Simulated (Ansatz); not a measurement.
# PtC (model cell, started as zinc blende): phonons and vibrational spectra, part 2 of 2

Aim: the vibrations of PtC (model cell, started as zinc blende), their spectra, and whether the structure is stable.

Ansatz 0.2.0; DFT PBE, scalar-relativistic, plane waves, PAW.

So far. Step 4 (Tight relaxation): The forces vanish by symmetry and the pressure is 0.002 GPa, within the tolerances set. The cell now holds 13.12 Å³/atom. Step 5 (Linear response at the zone centre): Before it was imposed, the acoustic sum rule was missed by 6.9e-5 eV/Å². Small misses are needed for a sound result but don't prove that mesh and cutoff are converged. The lowest optical mode is real, 537 cm⁻¹. The relaxed cell has a = 4.718 Å (conventional setting).

The structure was built from a prototype and need not be the compound's stable phase.

## (6) Phonons on a q mesh

Stability and thermal properties need the whole zone. Linear response on a 4×4×4 q mesh gives force constants as far as a supercell of that size would.

Input file input.yaml:

```yaml
crystal:
  lattice:
    - [0.0, 2.3587990055, 2.3587990055]
    - [2.3587990055, 0.0, 2.3587990055]
    - [2.3587990055, 2.3587990055, 0.0]
  atoms:
    - { symbol: Pt, position: [0.0, 0.0, 0.0] }
    - { symbol: C, position: [0.25, 0.25, 0.25] }
kpoints:
  mp_grid: { grid: [16, 16, 16] }
hamiltonian:
  xc: pbe
scf:
  occupations: { method: methfessel_paxton, width: 0.15 }
output:
  eigenvalues: true
phonons:
  method: dfpt
  qmesh: [4, 4, 4]
  temperatures: { t_max: 1000, t_step: 50 }
  qpath:
    path:
      - [[0.0, 0.0, 0.0], [-0.5, -0.5, 0.0], [-0.375, -0.375, 0.25]]
      - [[-0.375, 0.0, 0.375], [0.0, 0.0, 0.0], [0.0, 0.0, 0.5], [-0.5, -0.25, 0.25], [-0.5, -0.5, 0.0]]
    npoints: 10
```

The run is started by

```sh
$ ansatz run input.yaml --threads 4 --pin off --max-ram 7168MiB --backend cpu --events-out ev --progress --plain --runs-dir out
```

Numbers of over 12 decimals in the logs are rounded to 6 here.

The program printed:

```text
Warning: phonons: the dynamical matrix that this run interpolates holds no multipole term above the dipole-dipole one, and a site of this crystal is no centre of inversion, so its interpolated transverse optical and acoustic branches and sound speeds can stay off near Gamma, and the density of states and the thermodynamics with them. What a run solves at a wave vector of phonons.qpoints, Gamma apart, where the deck admits one, is free of this, and under fd what a larger phonons.supercell samples
[...]
Crystal: 2 atoms, lattice volume = 26.248 Å³
Basis set: ecut = 420 eV, 531 PW (Γ), exchange–correlation on 48×48×48 points (8 copies of the dense FFT grid, shifted against one another)
Bands: 15, of which v1, the nominal top of the filled ones, is band 11 counted from 1 (10 counted from 0)
Symmetry: 24 space group operations
k-points: 145 of 4096 (time reversal used)
[...]
SCF iter   1: F=—  HF=-12772.189886 eV  |F-HF|=—  |Δ(HF+E_count)|=         —  Δρ=7.64e-3  dr2=1.71e-2  ethr=1.77e-3  ⟨swp⟩=4.8  Hψ=9970  notcnv=0
[...]
SCF iter   7: F=-12772.187252 eV  HF=-12772.187252 eV  |F-HF|=1.09e-11  |Δ(HF+E_count)|=  2.33e-10  S|Δr|=    0.00e0  Δρ=1.26e-7  dr2=2.41e-12  ethr=1.00e-12  ⟨swp⟩=6.6  Hψ=9848  notcnv=0
SCF 1 converged in 7 iterations: F = -12772.187252 eV  dr2 = 2.41e-12
[...]
SCF iter   4: F=-12772.187252 eV  HF=-12772.187252 eV  |F-HF|=1.82e-12  |Δ(HF+E_count)|=  1.27e-11  S|Δr|=    0.00e0  Δρ=9.23e-9  dr2=1.02e-14  ethr=1.00e-12  ⟨swp⟩=2.8  Hψ=4987  notcnv=0
SCF 2 converged in 4 iterations: F = -12772.187252 eV  dr2 = 1.02e-14
phonons: the bands overlap, so this run is a metal and interpolates without the dipole-dipole term. If the crystal is really an insulator or semiconductor, its LO-TO splitting is missing
NSCF: frozen V_eff on 145 k-points
[...]
DFPT response loops at q = (0, 0, 0) (fractional): preconditioner auto → Kerker (q_TF=auto, 2.649 Å⁻¹) (partly filled bands, converged f_vac=0.003); β = 1.00, the filter's whole step (`scf.mixing.beta` (0.50) is not read by the response loops under this deck's `scf.mixing.preconditioner`; to damp them name `kerker` or `kerker_dos`, under which they read `scf.mixing.beta`, and type it under 1.00, their step now; both keys bind the ground state too); Broyden in place of MSR1
[...]
SCF converged after 7 iterations
[...]
Free energy (F): -12772.187252 eV
[...]
Internal energy: -12772.187478 eV  (E = F + TS)
E sigma→0 (E₀):  -12772.187308 eV
Entropy (-TS):   0.000226 eV (0.113 meV/atom)
Fermi energy:    16.306223 eV
[...]
--- Band table (eV; the first three rows and the last of 145) ---
  k-point 0: bands = [... 7 lower, 9.0109, 12.3973, 12.3973, 19.0870, 20.9040, 20.9040, 20.9040, 28.6116]
  k-point 1: bands = [... 7 lower, 9.0427, 12.3828, 12.3828, 19.2039, 20.7377, 20.8566, 20.8566, 28.0876]
  k-point 2: bands = [... 7 lower, 9.1312, 12.3511, 12.3511, 19.3789, 20.3990, 20.7046, 20.7046, 27.0173]
  k-point 144: bands = [... 7 lower, 10.7817, 12.4651, 13.3792, 13.7303, 15.4283, 17.4276, 25.6699, 26.4187]
--- Phonons (Γ-DFPT): 2 representative perturbations + reference (Σ response iterations 7) ---
  ASR residual: 6.584e-5 → 0.000e0 eV/Å²; symmetrization residual: 9.233e-7 eV/Å²
  ASR residual per site (eV/Å²): 6.58e-5 2.99e-5
  Γ frequencies (cm⁻¹): 0.00 0.00 0.00 536.64 536.64 536.64
--- Phonons (arbitrary-q DFPT): 8 irreducible q on the 4×4×4 mesh ---
  q = [0.0000, 0.0000, 0.0000] (star 1, of the zone-centre solve; hermiticity 1.54e-7, symmetrization 2.44e-13): -0.00 0.00 0.00 536.64 536.64 536.64
  q = [0.0000, 0.0000, 0.2500] (star 8, 2 solved perturbations on 2176 of 4096 k-point pairs; hermiticity 9.93e-8, symmetrization 1.20e-13): 43.99 43.99 108.93 523.67 523.67 571.66
[...]
q = [0.0000, 0.2500, 0.2500] (star 6, 4 solved perturbations in 3616 linear systems a pass and spin channel, the states on 1160 of 4096 k-point pairs; hermiticity 3.74e-7, symmetrization 6.28e-14): 53.77 53.77 124.30 535.32 535.32 567.63
[...]
sum rule: each row above includes the acoustic sum rule's correction from the zone centre's row sums; it moved no ω² by more than (0.82 cm⁻¹)²
  mesh force constants: q→R imaginary residual 2.04e-18; ASR residual 6.584e-5 → 0.000e0 eV/Å²; symmetrization residual 5.329e-15 eV/Å²
  interpolated dispersion: 62 rows × 6 modes
  density of states and harmonic sums: on the 24×24×24 q-mesh, interpolated from the force constants of a 4×4×4 supercell (no non-analytic term)
  largest difference from the sums on the solved wave vectors: F 1.34e-2 eV, S 1.74e-5 and C_V 4.02e-6 eV/K
  zero-point energy: 0.112899 eV/cell   skipped modes (ω ≤ 0): 3   left out of the sums: 3.62e-5 of the cell's modes: C_V's classical limit lies that fraction below 3 k_B per atom; for a crystal, a wire or a layer, F and S can be off by more, and a phonons.interpolated_qmesh denser along its periods is the remedy for the sampling
```

It took 8 min on 4 threads of Arm Neoverse V1, shared host; peak memory 3.6 GiB.

This step gave:

```
sum-rule residual before enforcement                       : 6.58e-5 eV/Å²
lowest frequency on the path                               : 0 cm⁻¹
highest frequency on the path or at a solved wavevector    : 611.9 cm⁻¹
mean frequency                                             : 303.5 cm⁻¹
Debye temperature (second moment)                          : 702 K
logarithmic mean frequency                                 : 198 cm⁻¹
lowest mode on the q mesh (acoustic modes at Γ apart)      : 43.38 cm⁻¹
zero-point energy per atom                                 : 56.45 meV
heat capacity at 300 K                                     : 19.83 J/(mol atoms K)
vibrational entropy at 300 K                               : 29.19 J/(mol atoms K)
edges of the widest gap between branches, on path and mesh : 140, 438.1 cm⁻¹
```

Frequencies (cm⁻¹) solved at each irreducible wavevector; negative means imaginary. Frequencies by wavevector, by row:

```
q in reciprocal lattice units  star  mode 1  mode 2  mode 3  mode 4  mode 5  mode 6
                        0 0 0     1       0       0       0   536.6   536.6   536.6
                     0 0 0.25     8      44      44   108.9   523.7   523.7   571.7
                     0 0 -0.5     4    71.3    71.3   124.5   506.8   506.8   546.8
                  0 0.25 0.25     6    53.8    53.8   124.3   535.3   535.3   567.6
                  0 0.25 -0.5    24    54.9      71   131.2     476   500.1   578.9
                 0 0.25 -0.25    12      56    69.4   132.4   492.2   508.1   585.5
                  0 -0.5 -0.5     3    43.4    43.4   122.1   438.1   438.1   611.9
              0.25 -0.5 -0.25     6    50.6    92.5     140   478.9   506.3   582.9
```

Interpolated from a 4×4×4 q mesh. Phonon branches along the path, in cm⁻¹:

```
    point  branch 1  branch 2  branch 3  branch 4  branch 5  branch 6
        Γ         0         0         0       537       537       537
  halfway        54        54       124       535       535       568
        X        43        43       122       438       438       612
  halfway        46        58       126       447       455       604
        U        53        75       134       463       487       590
jump to K        53        75       134       463       487       590
  halfway        53        53       122       512       519       584
        Γ         0         0         0       537       537       537
  halfway        44        44       109       524       524       572
        L        71        71       125       507       507       547
  halfway        54        80       133       477       507       574
        W        51        92       140       479       506       583
  halfway        44        72       131       458       470       598
        X        43        43       122       438       438       612
```

The phonon branches as a text plot (rows in cm⁻¹):

```
    599 |        **********                                 *****
    574 |      **          *********       ****     ********
    548 |******                   *********    *****
    523 |      **               ******   ******
    497 |        *        ******               **************
    472 |         **    *****                        **********
    446 |           *****                                     ***
    421 |
    395 |
    370 |
    344 |
    319 |
    293 |
    268 |
    242 |
    217 |
    191 |
    166 |
    140 |       **      ********                    ***********
    115 |    ***  ******        **          ********           **
     89 |   *              **     **      **         *********
     64 |  *   ***     **********   *    *   ***********      *
     38 | *****   *******        *****  * ***           *********
     13 |**                         ******
         Γ           X  U|K            Γ         L        W     X
```

The phonon density of states has structure finer than the step of the table below, so its rows give means over 20 cm⁻¹, whole bins alone (the curve runs from 2.5 to 612 cm⁻¹). Peaks (cm⁻¹: height): 52.5: 0.0934, 132.5: 0.0696, 477.5: 0.0370, 507.5: 0.0755, 582.5: 0.0525.

Tetrahedra on a 24×24×24 mesh, mean over bins of 5 cm-1. Interpolated from a 4×4×4 q mesh. The phonon density of states by wavenumber; means over each step:

wavenumber (cm⁻¹), phonon density of states (1/cm⁻¹/cell) and a bar:
```
       20     0.0017 #
       40     0.0232 ##############
       60     0.0515 ##############################
       80     0.0241 ##############
      100     0.0034 ##
      120     0.0224 #############
      140     0.0236 ##############
      160     0.0000 
      180     0.0000 
      200     0.0000 
      220     0.0000 
      240     0.0000 
      260     0.0000 
      280     0.0000 
      300     0.0000 
      320     0.0000 
      340     0.0000 
      360     0.0000 
      380     0.0000 
      400     0.0000 
      420     0.0000 
      440     0.0012 #
      460     0.0081 #####
      480     0.0250 ###############
      500     0.0352 #####################
      520     0.0226 #############
      540     0.0086 #####
      560     0.0091 #####
      580     0.0348 ####################
      600     0.0053 ###
```

The partial phonon density of states has structure finer than the step of the table below, so its rows give means over 20 cm⁻¹, whole bins alone (the curve runs from -10 to 639 cm⁻¹). Peaks (cm⁻¹: height): C 476.1: 0.0259, 508.7: 0.0459, 578.2: 0.0423; Pt 51.3: 0.0648, 128.9: 0.0515.

Phonopy on the run's constants, 21x21x21 mesh, Gaussian sigma 4.6 cm-1. Interpolated from a 4×4×4 q mesh. The partial phonon density of states by wavenumber; means over each step; values in 1/cm⁻¹/cell:

```
wavenumber (cm⁻¹)        C       Pt
                0   3.8e-6   9.4e-5
               20   1.0e-4  0.00172
               40  0.00159   0.0229
               60  0.00305   0.0469
               80  0.00115   0.0224
              100   1.4e-4  0.00402
              120   1.8e-4   0.0225
              140   7.1e-5   0.0230
              160        0   4.4e-5
              180        0        0
              200        0        0
              220        0        0
              240        0        0
              260        0        0
              280        0        0
              300        0        0
              320        0        0
              340        0        0
              360        0        0
              380        0        0
              400        0        0
              420   6.2e-6   7.5e-7
              440  0.00128   1.0e-4
              460  0.00810   6.4e-4
              480   0.0225  0.00166
              500   0.0323  0.00179
              520   0.0222  0.00122
              540  0.00845   4.6e-4
              560  0.00964   1.7e-4
              580   0.0327   2.5e-4
              600  0.00614   7.7e-6
              620   3.0e-4        0
```

Second derivatives of the energy by pair, one row for each kind of neighbour of each atom listed. Each entry sums the pair over the periodic images of the supercell that the q mesh stands for, and in a polar crystal it holds the long-range dipole part too. Force constants by pair, by row:

```
atom  neighbour  distance (Å)  third of the trace (eV/Å²)  along the pair's line (eV/Å²)
 Pt1     itself             0                       13.11                              –
 Pt1          C         2.043                      -2.867                         -7.548
 Pt1         Pt         3.336                     -0.0525                        -0.2082
 Pt1          C         3.912                     -0.1234                        -0.4876
 Pt1         Pt         4.718                     -0.0657                        -0.1148
 Pt1          C         5.141                      0.0576                          0.143
 Pt1         Pt         5.778                      0.0409                        -0.0171
 Pt1          C         6.128                      0.0105                         0.0231
 Pt1          C         6.128                      0.0255                        -0.0022
  C2     itself             0                       11.81                              –
  C2         Pt         2.043                      -2.867                         -7.548
  C2          C         3.336                      0.1007                        -0.3716
  C2         Pt         3.912                     -0.1234                        -0.4876
  C2          C         4.718                     -0.0162                         0.0796
  C2         Pt         5.141                      0.0576                          0.143
  C2          C         5.778                     -0.0103                         -0.057
  C2         Pt         6.128                      0.0105                         0.0231
  C2         Pt         6.128                      0.0255                        -0.0022
```

Harmonic thermodynamic functions per atom, from the density of states. Interpolated from a 4×4×4 q mesh. Thermodynamic functions, by row:

```
T (K)  F_vib (meV/atom)  S (J/mol-atom/K)  C_V (J/mol-atom/K)
    0             56.45                 0                   0
   50             55.43             5.617                8.06
  100             50.65             12.41               11.38
  200             32.65             21.83               16.36
  300              6.07             29.19               19.83
  400            -27.38             35.18                21.7
  500            -66.49             40.14               22.74
  600            -110.3             44.35               23.36
  700            -158.2             47.98               23.76
  800            -209.6             51.17               24.02
  900            -264.2             54.01               24.21
 1000            -321.5             56.57               24.34
```

Harmonic mean-square displacement, third of the trace. Interpolated from a 4×4×4 q mesh. Mean square displacements, by row:

```
T (K)  Pt1 U_eq (Å²)  C2 U_eq (Å²)
    0        0.00121       0.00361
  100        0.00312       0.00555
  300        0.00882        0.0116
  600        0.01754        0.0217
```

Symmetry leaves 8 wavevectors to solve. The lowest mode among them, the acoustic zeros apart, lies at q = (0, -0.5, -0.5) and is real, 43.4 cm⁻¹.

## (7) Isotope substitution

An isotope changes the mass and not the force constants, so no new electronic calculation is needed; the shifts show which modes move this element.

The same force constants with the mass of C changed from 12.011 to 13.003 u (phonopy, no LO-TO term). Both lists are sorted by frequency; levels can cross, so a row need not hold one and the same mode. Modes under 3 cm⁻¹ are left out. Isotope shifts, by row:

```
          q  rank  natural mass (cm⁻¹)  changed mass (cm⁻¹)
      0 0 0     4                536.6                  517
      0 0 0     5                536.6                  517
      0 0 0     6                536.6                  517
   0 0 0.25     1                43.99                43.89
   0 0 0.25     2                43.99                43.89
   0 0 0.25     3                108.9                108.8
   0 0 0.25     4                523.7                504.4
   0 0 0.25     5                523.7                504.4
   0 0 0.25     6                571.7                549.9
   0 0 -0.5     1                71.32                71.17
   0 0 -0.5     2                71.32                71.17
   0 0 -0.5     3                124.5                124.5
   0 0 -0.5     4                506.8                488.1
   0 0 -0.5     5                506.8                488.1
   0 0 -0.5     6                546.8                525.7
0 0.25 0.25     1                53.77                53.66
0 0.25 0.25     2                53.77                53.66
0 0.25 0.25     3                124.3                124.2
0 0.25 0.25     4                535.3                515.6
0 0.25 0.25     5                535.3                515.6
0 0.25 0.25     6                567.6                545.9
```

A mode of this element alone would shift by -3.89 %. The highest zone-centre frequency without the field goes from 536.6 to 517.0 cm⁻¹ (-3.7 %). The product of the frequency ratios over all optical modes at Γ is 0.894; the product rule, (m/m′)^(3k/2) (M′/M)^(3/2) with k = 1 such atoms and M the mass of the cell, gives 0.894.

## (8) Results

```json
{
 "space group after relaxation (within 0.01 Å)": "F-43m",
 "volume per atom": "13.1 Å³",
 "electronic character": "no gap on this mesh",
 "highest optical mode at the zone centre (no LO-TO term)": "537 cm⁻¹",
 "lowest optical zone-centre mode": "537 cm⁻¹",
 "lowest mode on the q mesh (acoustic modes at Γ apart)": "43.4 cm⁻¹",
 "highest frequency on the path or at a solved wavevector": "612 cm⁻¹",
 "zero-point energy per atom": "56.5 meV",
 "heat capacity at 300 K": "19.8 J/(mol atoms K)",
 "vibrational entropy at 300 K": "29.2 J/(mol atoms K)",
 "Debye temperature (second moment)": "702 K",
 "imaginary modes on the 4×4×4 q mesh": "none"
}
```

In words: The structure is a minimum as far as tested: no mode is imaginary at the 8 irreducible wavevectors of the 4×4×4 mesh, and the softest away from the acoustic zeros lies at 43 cm⁻¹. The optical modes at Γ form one degenerate level at 537 cm⁻¹. The highest mode in this list at Γ, 536.6 cm⁻¹, is mostly motion of C (94 % of the kinetic energy). On the path and the mesh, the widest gap between branches runs from 140 to 438 cm⁻¹. With no gap, or one that is small against the smearing, the frequencies hang on the k mesh and the smearing, most of all near Kohn anomalies. Spin-orbit coupling is left out, which can matter for the heavy elements here. The starting cell was built on a prototype and not taken from a measurement, so the phase need not exist. These are harmonic frequencies at zero temperature: anharmonic shifts, linewidths and thermal expansion are left out.

[Logs are printed without paths, hosts, clocks, repeated set-up lines and the standing remarks that a program may print on its own settings, such as how far it seeks lower states.]

[Hosts, paths, dates, database ids (printed as entryN), source tags and the programs' standing remarks are cut or masked in the printed files.]
